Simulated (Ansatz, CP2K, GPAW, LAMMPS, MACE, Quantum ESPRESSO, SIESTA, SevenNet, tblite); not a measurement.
# What went wrong? CP2K on amorphous Ge (61 atoms)

Program: CP2K 2026.2, a calculation on a cell of 61 Ge, 22.4 Å³ an atom.

input.inp

```
&GLOBAL
  PROJECT cell
  RUN_TYPE ENERGY_FORCE
  PRINT_LEVEL LOW
&END GLOBAL
&FORCE_EVAL
  METHOD QS
  STRESS_TENSOR ANALYTICAL
  &DFT
    BASIS_SET_FILE_NAME BASIS_MOLOPT
    POTENTIAL_FILE_NAME GTH_POTENTIALS
    &MGRID
      CUTOFF 350
      REL_CUTOFF 50
    &END MGRID
    &QS
      EPS_DEFAULT 1.0E-12
    &END QS
    &SCF
      SCF_GUESS ATOMIC
      EPS_SCF 1.0E-06
      MAX_SCF 60
      ADDED_MOS 27
      &DIAGONALIZATION
        ALGORITHM STANDARD
      &END DIAGONALIZATION
      &SMEAR ON
        METHOD FERMI_DIRAC
        ELECTRONIC_TEMPERATURE [K] 580
      &END SMEAR
      &MIXING
        METHOD BROYDEN_MIXING
        ALPHA 0.15
        NBROYDEN 8
      &END MIXING
      &PRINT
        &RESTART OFF
        &END RESTART
      &END PRINT
    &END SCF
    &XC
      &XC_FUNCTIONAL PBE96
      &END XC_FUNCTIONAL
    &END XC
    &PRINT
      &MULLIKEN ON
      &END MULLIKEN
      &HIRSHFELD ON
        SHAPE_FUNCTION DENSITY
      &END HIRSHFELD
      &MO ON
        EIGENVALUES T
        OCCUPATION_NUMBERS T
        MO_INDEX_RANGE 111 134
        &EACH
          QS_SCF 0
        &END EACH
        ADD_LAST NUMERIC
      &END MO
    &END PRINT
  &END DFT
  &SUBSYS
    &CELL
      A 11.09880 0.00000 0.00000
      B 0.00000 11.09880 0.00000
      C 0.00000 0.00000 11.09880
    &END CELL
    &COORD
      SCALED
      Ge 0.34460 0.32374 0.87106
      Ge 0.84723 0.10943 0.56535
      Ge 0.69746 0.86081 0.35585
      Ge 0.32014 0.76232 0.44658
      Ge 0.57138 0.29699 0.89960
      Ge 0.20730 0.83313 0.78402
      Ge 0.51294 0.99647 0.67083
      Ge 0.94202 0.47651 0.62482
      Ge 0.77167 0.64577 0.99196
      Ge 0.04339 0.88961 0.91670
[... 47 atom lines left out ...]
      Ge 0.79148 0.48838 0.23707
      Ge 0.19292 0.06704 0.49937
      Ge 0.16645 0.86111 0.56840
      Ge 0.97495 0.77935 0.50700
    &END COORD
    &KIND Ge
      BASIS_SET DZVP-MOLOPT-SR-GTH-q4
      POTENTIAL GTH-PBE-q4
    &END KIND
  &END SUBSYS
  &PRINT
    &FORCES ON
    &END FORCES
    &STRESS_TENSOR ON
    &END STRESS_TENSOR
  &END PRINT
&END FORCE_EVAL
```

Started as:

```
OMP_NUM_THREADS=2 cp2k.psmp -i input.inp > output.txt
```

What it wrote:

```text
*   ___                                                                       *
 *  /   \                                                                      *
 * [ABORT]                                                                     *
 *  \___/                   invalid value for enumeration:PBE96                *
 *    |                                                                        *
 *  O/|                                                                        *
 * /| |                                                                        *
```

Wall time 0.61 s (2 threads of Arm Neoverse V2, shared host); peak memory 0.14 GiB.

Banners, paths, timers and routine set-up lines are dropped from the logs unmarked, and long logs keep their key lines alone; longer cuts are marked.

Q: Find the fault and mend it.

An unknown functional: functional pbe96. The sound run has functional pbe.

The program stopped at the start.

[Also dropped from logs without a mark: logging warnings of Python, and SIESTA's first energy breakdown and zero terms.]

[Logs are printed without paths, hosts, clocks, repeated set-up lines and the standing remarks that a program may print on its own settings, such as how far it seeks lower states.]

[Hosts, paths, dates, database ids (printed as entryN), source tags and the programs' standing remarks are cut or masked in the printed files.]
